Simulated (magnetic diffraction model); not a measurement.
# Yb₂Te₃PbSe: what an assumed order does to the neutron pattern

Space group P2_1/m (no. 11), a = 6.9770 Å, b = 7.2380 Å, c = 8.3020 Å, β = 106.89°.

| site | atom | x | y | z |
| --- | --- | --- | --- | --- |
| 2e | Pb | 0.2588 | 1/4 | 0.1954 |
| 2e | Yb | 0.7352 | 1/4 | 0.5670 |
| 2e | Yb | 0.7166 | 1/4 | 0.0457 |
| 4f | Te | 0.4900 | 0.9983 | 0.7416 |
| 2e | Te | 0.0711 | 1/4 | 0.9015 |
| 2e | Se | 0.0623 | 1/4 | 0.3881 |

This is a made-up structure (elements placed in a structure type, unrelaxed), so the numbers test the method and describe no known phase.

Only Yb is taken to order (form factors of Yb3+); orders and moment sizes are assumed, and not adapted to the symmetry. Radiation: neutrons of λ = 1.594 Å, 8° to 35°; isotropic B of 0.36 Å² (Pb), 0.45 Å² (Yb), 0.52 Å² (Te) and 0.61 Å² (Se). The intensities are simulated: I ∝ L Σ (|F_N|² + |F_M⊥|²) for unpolarised neutrons, with F_M = 2.695 fm/μB × Σ f(s) S exp(2πi Q·r) exp(−B s²) at Q = H ± k (one set where k and −k are equivalent), only the part normal to Q counting and L = 1/(sin²θ cos θ). For collinear order S is the moment m, which repeats by lattice and centring translations R with the sign exp(−2πi k·R). Form factors are spin-only for 3d ions and dipole or tabulated for f ions, scattering lengths are Sears's of 1992, and absorption is left out. A label names one of the reflections at its angle. The strongest nuclear line in the range is 100, and lines under 0.2 are left out.

Assume the order k = (1/2 1/2 1/2), collinear moments along [101], 3.6 μB on Yb; signs + at (0.7352, 1/4, 0.5670), − at (0.2648, 3/4, 0.4330), − at (0.7166, 1/4, 0.0457), + at (0.2834, 3/4, 0.9543).

Q: Where does magnetic intensity appear, and how strong is it?

```
2θ (°)           index  nuclear  magnetic
  9.85  (1/2 1/2 -1/2)      0.0      65.5
 11.52         (0 0 1)      0.8       0.0
 11.96   (1/2 1/2 1/2)      0.0      14.9
 13.71         (1 0 0)      1.9       0.0
 15.14        (1 0 -1)      9.3       0.0
 17.13         (0 1 1)     19.9       0.0
 17.83  (1/2 1/2 -3/2)      0.0      11.2
 18.69         (1 1 0)     18.2       0.0
 19.77        (1 1 -1)      0.5       0.0
 20.37         (1 0 1)     13.2       0.0
 20.49  (1/2 3/2 -1/2)      0.0      14.4
 20.74  (3/2 1/2 -1/2)      0.0       9.5
 21.40   (1/2 1/2 3/2)      0.0       1.2
 21.60   (1/2 3/2 1/2)      0.0      11.3
 23.15         (0 0 2)      0.6       0.0
 23.25        (1 0 -2)      0.7       0.0
 23.68  (3/2 1/2 -3/2)      0.0      10.2
 23.89   (3/2 1/2 1/2)      0.0       3.7
 24.05         (1 1 1)      1.4       0.0
 25.38  (1/2 3/2 -3/2)      0.0       6.5
 25.45         (0 2 0)     71.5       0.0
 26.46         (0 1 2)      7.5       0.0
 26.55        (1 1 -2)      9.2       0.0
 26.66        (2 0 -1)      0.4       0.0
 27.54  (3/2 3/2 -1/2)      0.0       5.8
 27.63         (2 0 0)      6.8       0.0
 28.01         (0 2 1)      0.8       0.0
 28.05   (1/2 3/2 3/2)      0.0       2.6
 28.55  (1/2 1/2 -5/2)      0.0       4.4
 29.02         (1 2 0)     32.9       0.0
 29.61        (2 1 -1)      4.2       0.0
 29.74        (1 2 -1)      5.3       0.0
 29.85  (-3/2 3/2 3/2)      0.0       6.1
 30.02   (3/2 3/2 1/2)      0.0       4.2
 30.33         (1 0 2)     27.9       0.0
 30.49         (2 1 0)     20.5       0.0
 30.56        (2 0 -2)     25.2       0.0
 31.11  (3/2 1/2 -5/2)      0.0       5.9
 31.44   (3/2 1/2 3/2)      0.0       0.3
 32.48   (1/2 1/2 5/2)      0.0       0.9
 32.81         (1 2 1)     15.3       0.0
 32.88  (1/2 5/2 -1/2)      0.0       5.1
 32.98         (1 1 2)    100.0       0.0
 33.07         (2 0 1)      1.5       0.0
 33.19        (2 1 -2)     98.8       0.0
 33.61   (1/2 5/2 1/2)      0.0       4.9
 33.91  (1/2 3/2 -5/2)      0.0       3.9
 34.09  (5/2 1/2 -1/2)      0.0       2.3
```
(The table stops after 48 lines; 3 more lie at higher angle.)

The strongest magnetic line in the range is (1/2 1/2 -1/2) at 9.85° (65.5). On top of the Lorentz factor, which all lines share, magnetic lines fade with angle because f falls: for Yb3+ it is 0.97, 0.88, 0.76 and 0.51 at sin θ/λ = 0.1, 0.2, 0.3 and 0.5 Å⁻¹, while nuclear lengths stay constant. The order has no net moment.

[Logs are printed without paths, hosts, clocks, repeated set-up lines and the standing remarks that a program may print on its own settings, such as how far it seeks lower states.]
